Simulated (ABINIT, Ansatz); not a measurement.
**BiAs (Pm-3m): phonons by linear response**

Aim: the phonon dispersion of BiAs (Pm-3m), checked by a second program.

Method: DFT LDA, scalar-relativistic, plane waves, HGH norm-conserving pseudopotentials, in ABINIT 10.8.3.

The structure was built from a prototype and need not be the compound's stable phase.

### 1. Set-up

It takes space group Pm-3m (No. 221, cubic). The conventional cell has a = 3.699 Å, b = 3.699 Å, c = 3.699 Å, α = 90.00°, β = 90.00°, γ = 90.00°. Nearest to Bi lie 8 As at 3.20 Å. Nearest to As lie 8 Bi at 3.20 Å. Farther neighbours are not listed.

Structure file:

```cif
data_structure
_symmetry_space_group_name_H-M 'P 1'
_symmetry_Int_Tables_number 1
_cell_length_a 3.6987
_cell_length_b 3.6987
_cell_length_c 3.6987
_cell_angle_alpha 90.000
_cell_angle_beta 90.000
_cell_angle_gamma 90.000
_cell_volume 50.60
loop_
_atom_site_label
_atom_site_type_symbol
_atom_site_fract_x
_atom_site_fract_y
_atom_site_fract_z
_atom_site_occupancy
Bi1 Bi 0.00000 0.00000 0.00000 1
As2 As 0.50000 0.50000 0.50000 1
```

### 2. A probe with smearing

A first run with smearing and empty bands tells whether the crystal has a gap, which decides between fixed occupations and smearing later on.

The input, probe.abi:

```
# ground state
tolvrs 1.0d-08
prtden 1
prtwf 1

# basis, mesh and filling
ecut 20.0
ixc 7
ngkpt 6 6 6
nshiftk 1
shiftk 0.0 0.0 0.0
istwfk *1
occopt 7
tsmear 0.005
nband 11
nstep 100
diemac 9.0
prtebands 0
prtgsr 0
useylm 1

# cell and atoms
acell 6.989605606 6.989605606 6.989605606
rprim 
    1.0 0.0 0.0
    0.0 1.0 0.0
    0.0 0.0 1.0
ntypat 2
znucl 83 33
natom 2
typat 1 2
xred 
    0.0 0.0 0.0
    0.5 0.5 0.5
pp_dirpath "./pseudo"
pseudos "Bi.hgh, As.hgh"
```

Started as:

```bash
> OMP_NUM_THREADS=1 mpirun -n 4 abinit probe.abi > probe.log
```

Numbers of over 12 decimals in the logs are rounded to 6 here.

probe.abo, the main output file:

```text
[banners, grids, parts of the stress and lines that vanish by symmetry left out]
- input  file    -> probe.abi
- output file    -> probe.abo
- root for input  files -> probei
[...]
Symmetries : space group Pm -3 m (#221); Bravais cP (primitive cubic)
[...]
mpw =        1492          nfft =       27000          nkpt =          20
[...]
== DATASET  1 ==================================================================
[...]
cutoff_energies: {ecut:  20.0, pawecutdg:  -1.0, }
[...]
Exchange-correlation functional for the present dataset will be:
  LDA: Perdew-Wang 92 LSD fit to Ceperley-Alder data - ixc=7
[...]
ETOT  1  -11.948815928753    -1.195E+01 2.050E-02 7.759E+01
 ETOT  2  -11.966225712081    -1.741E-02 1.116E-03 2.902E+01
 ETOT  3  -11.976695861234    -1.047E-02 1.136E-03 7.602E-01
 ETOT  4  -11.976935208196    -2.393E-04 2.129E-04 4.498E-03
 ETOT  5  -11.976936641959    -1.434E-06 2.345E-04 2.434E-05
 ETOT  6  -11.976936650399    -8.440E-09 5.931E-05 1.208E-08
 ETOT  7  -11.976936650403    -3.743E-12 5.844E-05 6.223E-10
 At SCF step    7       vres2   =  6.22E-10 < tolvrs=  1.00E-08 =>converged.
[...]
sigma(1 1)=  1.63472352E-04  sigma(3 2)=  0.00000000E+00
  sigma(2 2)=  1.63472352E-04  sigma(3 1)=  0.00000000E+00
  sigma(3 3)=  1.63472352E-04  sigma(2 1)=  0.00000000E+00
[...]
convergence: {deltae: -3.743E-12, res2:  6.223E-10, residm:  5.844E-05, diffor: null, }
etotal    :  -1.19769367E+01
[...]
sigma(1 1)=  1.63472352E-04  sigma(3 2)=  0.00000000E+00
  sigma(2 2)=  1.63472352E-04  sigma(3 1)=  0.00000000E+00
  sigma(3 3)=  1.63472352E-04  sigma(2 1)=  0.00000000E+00
[...]
- sigma(1 1)=  4.80952264E+00  sigma(3 2)=  0.00000000E+00
- sigma(2 2)=  4.80952264E+00  sigma(3 1)=  0.00000000E+00
- sigma(3 3)=  4.80952264E+00  sigma(2 1)=  0.00000000E+00
[...]
fcart     -0.0000000000E+00 -0.0000000000E+00 -0.0000000000E+00
           strten      1.6347235183E-04  1.6347235183E-04  1.6347235183E-04
================================================================================

[key lines of the parts left out:]
pressure_GPa:  -4.8095E+00
```

The job ended after 2.2 s (4 MPI ranks of Arm Neoverse V2, shared host; 8.4 s of CPU time).

Read from the output:

| Quantity | Value |
| --- | --- |
| volume per atom | 25.30 Å³ |
| pressure | -4.810 GPa |
| gap on the k-mesh | 0 eV |

No gap opens on this mesh, so smearing is kept; the printed pressure holds the stress of the finite basis too.

### 3. Rough relaxation

The typed start is rough, so a first relaxation with smearing and loose thresholds takes it towards rest cheaply.

The input, prerelax.abi:

```
# relaxation
ionmov 2
optcell 2
dilatmx 1.15
chkdilatmx 0
ntime 40
tolmxf 3.0d-04
tolvrs 1.0d-10
prtwf 0
prtden 0
chksymtnons 0

# basis, mesh and filling
ecut 21.0
ecutsm 3.0
ixc 7
ngkpt 4 4 4
nshiftk 1
shiftk 0.0 0.0 0.0
istwfk *1
occopt 7
tsmear 0.005
nband 11
nstep 100
diemac 1000000.0
prtebands 0
prtgsr 0
useylm 1

# cell and atoms
acell 6.989605606 6.989605606 6.989605606
rprim 
    1.0 0.0 0.0
    0.0 1.0 0.0
    0.0 0.0 1.0
ntypat 2
znucl 83 33
natom 2
typat 1 2
xred 
    0.0 0.0 0.0
    0.5 0.5 0.5
pp_dirpath "./pseudo"
pseudos "Bi.hgh, As.hgh"
```

Started as:

```bash
> OMP_NUM_THREADS=1 mpirun -n 4 abinit prerelax.abi > prerelax.log
```

prerelax.abo, the main output file:

```text
[banners, grids, parts of the stress and lines that vanish by symmetry left out]
- input  file    -> prerelax.abi
- output file    -> prerelax.abo
- root for input  files -> prerelaxi
[...]
Symmetries : space group Pm -3 m (#221); Bravais cP (primitive cubic)
[...]
mpw =        2409          nfft =       46656          nkpt =          10
[...]
== DATASET  1 ==================================================================
[...]
cutoff_energies: {ecut:  21.0, pawecutdg:  -1.0, }
[...]
Exchange-correlation functional for the present dataset will be:
  LDA: Perdew-Wang 92 LSD fit to Ceperley-Alder data - ixc=7
[...]
ETOT  1  -11.960240110953    -1.196E+01 1.529E-02 8.365E+01
 ETOT  2  -11.977871411763    -1.763E-02 1.372E-03 6.208E+00
 ETOT  3  -11.979035618848    -1.164E-03 1.142E-03 1.310E+00
 ETOT  4  -11.979283203155    -2.476E-04 2.628E-04 7.678E-04
[...]
ETOT  5  -11.980798413053    -1.958E-12 2.751E-11 4.476E-11
 At SCF step    5       vres2   =  4.48E-11 < tolvrs=  1.00E-10 =>converged.
[...]
sigma(1 1)=  4.06600719E-07  sigma(3 2)=  0.00000000E+00
  sigma(2 2)=  4.06600719E-07  sigma(3 1)=  0.00000000E+00
  sigma(3 3)=  4.06600719E-07  sigma(2 1)=  0.00000000E+00
[...]
convergence: {deltae: -1.958E-12, res2:  4.476E-11, residm:  2.751E-11, diffor: null, }
etotal    :  -1.19807984E+01
[...]
At Broyd/MD step   4, gradients are converged :
[...]
sigma(1 1)=  4.06600719E-07  sigma(3 2)=  0.00000000E+00
  sigma(2 2)=  4.06600719E-07  sigma(3 1)=  0.00000000E+00
  sigma(3 3)=  4.06600719E-07  sigma(2 1)=  0.00000000E+00
[...]
- sigma(1 1)=  1.19626062E-02  sigma(3 2)=  0.00000000E+00
- sigma(2 2)=  1.19626062E-02  sigma(3 1)=  0.00000000E+00
- sigma(3 3)=  1.19626062E-02  sigma(2 1)=  0.00000000E+00
[...]
fcart     -0.0000000000E+00 -0.0000000000E+00 -0.0000000000E+00
           strten      4.0660071946E-07  4.0660071945E-07  4.0660071946E-07
================================================================================

[key lines of the parts left out:]
pressure_GPa:  -1.1963E-02
Total energy (etotal) [Ha]= -1.19807984130532E+01
```

Wall time 5.8 s (4 MPI ranks); 23 s of CPU time.

The steps of the relaxation:

```csv
step,energy less that of the first step (eV),largest force (eV/Å),volume (Å³)
1,0.0000,0.0000,50.60
2,-0.0148,0.0000,49.97
3,-0.0411,0.0000,47.40
4,-0.0412,0.0000,47.54
```

```csv
"conventional cell, symmetrised",before,after,change
a (Å),3.699,3.623,-2.1 %
b (Å),3.699,3.623,-2.1 %
c (Å),3.699,3.623,-2.1 %
volume (Å³/atom),25.30,23.77,-6.0 %
```

Final coordinates:

```xyz
2
Lattice="3.6226 0.0000 0.0000 0.0000 3.6226 0.0000 0.0000 0.0000 3.6226" Properties=species:S:1:pos:R:3 pbc="T T T"
Bi    0.0000    0.0000    0.0000
As    1.8113    1.8113    1.8113
```

Numbers from this step:

```
volume per atom : 23.77 Å³
pressure        : -0.01196 GPa
```

The volume changes by -6.0 % in this run and stands -6.0 % from the first cell.

### 4. Relaxing the cell and atoms

The harmonic expansion needs vanishing forces, and a free crystal bears no stress, so cell and atoms are brought to rest. Stress is more sensitive to the basis than forces are: the last 3 Ha under the cutoff are smoothed with ecutsm, and the cutoff is raised above that of the later runs.

The input, relax.abi:

```
# relaxation
ionmov 2
optcell 2
dilatmx 1.08
ntime 40
tolmxf 1.0d-05
tolvrs 1.0d-14
prtwf 0
prtden 0
chksymtnons 0

# basis, mesh and filling
ecut 26.0
ecutsm 3.0
ixc 7
ngkpt 8 8 8
nshiftk 1
shiftk 0.0 0.0 0.0
istwfk *1
occopt 6
tsmear 0.01
nband 11
nstep 100
diemac 1000000.0
prtebands 0
prtgsr 0
useylm 1

# cell and atoms
acell 6.845790087 6.845790087 6.845790087
rprim 
    1.0 0.0 0.0
    0.0 1.0 0.0
    0.0 0.0 1.0
ntypat 2
znucl 83 33
natom 2
typat 1 2
xred 
    0.0 0.0 0.0
    0.5 0.5 0.5
pp_dirpath "./pseudo"
pseudos "Bi.hgh, As.hgh"
```

Started as:

```bash
> OMP_NUM_THREADS=1 mpirun -n 4 abinit relax.abi > relax.log
```

relax.abo, the main output file:

```text
[banners, grids, parts of the stress and lines that vanish by symmetry left out]
- input  file    -> relax.abi
- output file    -> relax.abo
- root for input  files -> relaxi
[...]
Symmetries : space group Pm -3 m (#221); Bravais cP (primitive cubic)
[...]
mpw =        2578          nfft =       46656          nkpt =          35
[...]
== DATASET  1 ==================================================================
[...]
cutoff_energies: {ecut:  26.0, pawecutdg:  -1.0, }
[...]
Exchange-correlation functional for the present dataset will be:
  LDA: Perdew-Wang 92 LSD fit to Ceperley-Alder data - ixc=7
[...]
ETOT  1  -11.956366064730    -1.196E+01 3.594E-02 1.111E+02
 ETOT  2  -11.978611453598    -2.225E-02 2.645E-03 9.190E+00
 ETOT  3  -11.980405559942    -1.794E-03 7.610E-04 7.712E-01
 ETOT  4  -11.980538616419    -1.331E-04 6.039E-04 5.360E-04
 ETOT  5  -11.980538694211    -7.779E-08 1.814E-04 1.223E-05
[...]
At SCF step   10       vres2   =  7.51E-18 < tolvrs=  1.00E-14 =>converged.
[...]
sigma(1 1)=  2.08864570E-05  sigma(3 2)=  0.00000000E+00
  sigma(2 2)=  2.08864570E-05  sigma(3 1)=  0.00000000E+00
  sigma(3 3)=  2.08864570E-05  sigma(2 1)=  0.00000000E+00
[...]
convergence: {deltae:  4.512E-13, res2:  7.509E-18, residm:  2.073E-05, diffor: null, }
etotal    :  -1.19805387E+01
[...]
ETOT  1  -11.980548489951    -1.198E+01 2.838E-05 6.934E-03
[...]
At SCF step    7       vres2   =  5.90E-16 < tolvrs=  1.00E-14 =>converged.
[...]
sigma(1 1)=  1.59070488E-05  sigma(3 2)=  0.00000000E+00
  sigma(2 2)=  1.59070488E-05  sigma(3 1)=  0.00000000E+00
  sigma(3 3)=  1.59070488E-05  sigma(2 1)=  0.00000000E+00
[...]
convergence: {deltae:  1.901E-13, res2:  5.895E-16, residm:  1.394E-06, diffor: null, }
etotal    :  -1.19805498E+01
[...]
ETOT  1  -11.980552057621    -1.198E+01 1.880E+00 6.887E-02
[...]
At SCF step    7       vres2   =  5.83E-15 < tolvrs=  1.00E-14 =>converged.
[...]
sigma(1 1)= -1.56000018E-07  sigma(3 2)=  0.00000000E+00
  sigma(2 2)= -1.56000018E-07  sigma(3 1)=  0.00000000E+00
  sigma(3 3)= -1.56000018E-07  sigma(2 1)=  0.00000000E+00
[...]
convergence: {deltae: -8.349E-14, res2:  5.832E-15, residm:  2.952E-02, diffor: null, }
etotal    :  -1.19805649E+01
[...]
ETOT  1  -11.980564869608    -1.198E+01 3.394E-04 6.460E-06
[...]
ETOT  5  -11.980564870809    -1.990E-13 1.258E-03 1.428E-14
 ETOT  6  -11.980564870809     5.329E-15 5.325E-09 5.743E-17
 At SCF step    6       vres2   =  5.74E-17 < tolvrs=  1.00E-14 =>converged.
[...]
sigma(1 1)=  1.09931680E-09  sigma(3 2)=  0.00000000E+00
  sigma(2 2)=  1.09931681E-09  sigma(3 1)=  0.00000000E+00
  sigma(3 3)=  1.09931680E-09  sigma(2 1)=  0.00000000E+00
[...]
convergence: {deltae:  5.329E-15, res2:  5.743E-17, residm:  5.325E-09, diffor: null, }
etotal    :  -1.19805649E+01
[...]
At Broyd/MD step   4, gradients are converged :
[...]
sigma(1 1)=  1.09931680E-09  sigma(3 2)=  0.00000000E+00
  sigma(2 2)=  1.09931681E-09  sigma(3 1)=  0.00000000E+00
  sigma(3 3)=  1.09931680E-09  sigma(2 1)=  0.00000000E+00
[...]
- sigma(1 1)=  3.23430169E-05  sigma(3 2)=  0.00000000E+00
- sigma(2 2)=  3.23430170E-05  sigma(3 1)=  0.00000000E+00
- sigma(3 3)=  3.23430170E-05  sigma(2 1)=  0.00000000E+00
[...]
fcart     -0.0000000000E+00 -0.0000000000E+00 -0.0000000000E+00
           strten      1.0993167990E-09  1.0993168051E-09  1.0993168025E-09
================================================================================

[key lines of the parts left out:]
pressure_GPa:  -3.2343E-05
Total energy (etotal) [Ha]= -1.19805648708091E+01
```

The job ended after 18 s (4 MPI ranks; 72 s of CPU time).

Step by step:

```csv
step,energy less that of the first step (eV),largest force (eV/Å),volume (Å³)
1,0.0000,0.0000,47.54
2,-0.0003,0.0000,47.45
3,-0.0007,0.0000,47.17
4,-0.0007,0.0000,47.17
```

```csv
"conventional cell, symmetrised",before,after,change
a (Å),3.623,3.613,-0.3 %
b (Å),3.623,3.613,-0.3 %
c (Å),3.623,3.613,-0.3 %
volume (Å³/atom),23.77,23.59,-0.8 %
```

Final coordinates:

```xyz
2
Lattice="3.6132 0.0000 0.0000 0.0000 3.6132 0.0000 0.0000 0.0000 3.6132" Properties=species:S:1:pos:R:3 pbc="T T T"
Bi    0.0000    0.0000    0.0000
As    1.8066    1.8066    1.8066
```

Read from the output:

| Item | Value |
| --- | --- |
| volume per atom | 23.59 Å³ |
| pressure | -3.23e-5 GPa |

The volume changes by -0.8 % in this run and stands -6.8 % from the first cell.

### 5. Ground state

First-order wavefunctions inherit every error of the ground state, hence the very tight tolvrs. Smearing stays on, as the first look found no gap above 0.3 eV.

The input, gs.abi:

```
# ground state
tolvrs 1.0d-16
prtden 1
prtwf 1

# basis, mesh and filling
ecut 20.0
ixc 7
ngkpt 8 8 8
nshiftk 1
shiftk 0.0 0.0 0.0
istwfk *1
occopt 6
tsmear 0.01
nband 11
nstep 100
diemac 1000000.0
prtebands 0
prtgsr 0
useylm 1

# cell and atoms
acell 6.828035971 6.828035971 6.828035971
rprim 
    1.0 0.0 0.0
    0.0 1.0 0.0
    0.0 0.0 1.0
ntypat 2
znucl 83 33
natom 2
typat 1 2
xred 
    0.0 0.0 0.0
    0.5 0.5 0.5
pp_dirpath "./pseudo"
pseudos "Bi.hgh, As.hgh"
```

Started as:

```bash
> OMP_NUM_THREADS=1 mpirun -n 4 abinit gs.abi > gs.log
```

gs.abo, the main output file:

```text
[banners, grids, parts of the stress and lines that vanish by symmetry left out]
- input  file    -> gs.abi
- output file    -> gs.abo
- root for input  files -> gsi
[...]
Symmetries : space group Pm -3 m (#221); Bravais cP (primitive cubic)
[...]
mpw =        1382          nfft =       27000          nkpt =          35
[...]
== DATASET  1 ==================================================================
[...]
cutoff_energies: {ecut:  20.0, pawecutdg:  -1.0, }
[...]
Exchange-correlation functional for the present dataset will be:
  LDA: Perdew-Wang 92 LSD fit to Ceperley-Alder data - ixc=7
[...]
ETOT  1  -11.957249455063    -1.196E+01 2.091E-02 6.426E+01
 ETOT  2  -11.978039041200    -2.079E-02 3.342E-03 5.140E+00
 ETOT  3  -11.979764224865    -1.725E-03 5.581E-04 4.207E-01
 ETOT  4  -11.979889337283    -1.251E-04 4.683E-04 2.772E-04
 ETOT  5  -11.979889402606    -6.532E-08 1.922E-04 4.340E-06
[...]
ETOT  9  -11.979889403792    -3.375E-14 5.245E-05 1.705E-15
 ETOT 10  -11.979889403792     7.816E-14 3.008E-05 6.499E-18
 At SCF step   10       vres2   =  6.50E-18 < tolvrs=  1.00E-16 =>converged.
[...]
sigma(1 1)=  8.64448403E-06  sigma(3 2)=  0.00000000E+00
  sigma(2 2)=  8.64448403E-06  sigma(3 1)=  0.00000000E+00
  sigma(3 3)=  8.64448403E-06  sigma(2 1)=  0.00000000E+00
[...]
convergence: {deltae:  7.816E-14, res2:  6.499E-18, residm:  3.008E-05, diffor: null, }
etotal    :  -1.19798894E+01
[...]
sigma(1 1)=  8.64448403E-06  sigma(3 2)=  0.00000000E+00
  sigma(2 2)=  8.64448403E-06  sigma(3 1)=  0.00000000E+00
  sigma(3 3)=  8.64448403E-06  sigma(2 1)=  0.00000000E+00
[...]
- sigma(1 1)=  2.54329501E-01  sigma(3 2)=  0.00000000E+00
- sigma(2 2)=  2.54329501E-01  sigma(3 1)=  0.00000000E+00
- sigma(3 3)=  2.54329501E-01  sigma(2 1)=  0.00000000E+00
[...]
fcart     -0.0000000000E+00 -0.0000000000E+00 -0.0000000000E+00
           strten      8.6444840304E-06  8.6444840304E-06  8.6444840304E-06
================================================================================

[key lines of the parts left out:]
pressure_GPa:  -2.5433E-01
```

Run time: 4.1 s. Hardware: 4 MPI ranks.

Read from the output:

```
pressure : -0.2543 GPa
```

The cell stands at -0.25 GPa: the relaxation ran with a smoothed and higher cutoff, and the difference is a stress of the finite basis.

(Continued in part 2 of 4.)

[Host names and launcher messages were left out of these logs when they were recorded.]

[Logs are printed without paths, hosts, clocks, repeated set-up lines and the standing remarks that a program may print on its own settings, such as how far it seeks lower states.]

[Hosts, paths, dates, database ids (printed as entryN), source tags and the programs' standing remarks are cut or masked in the printed files.]
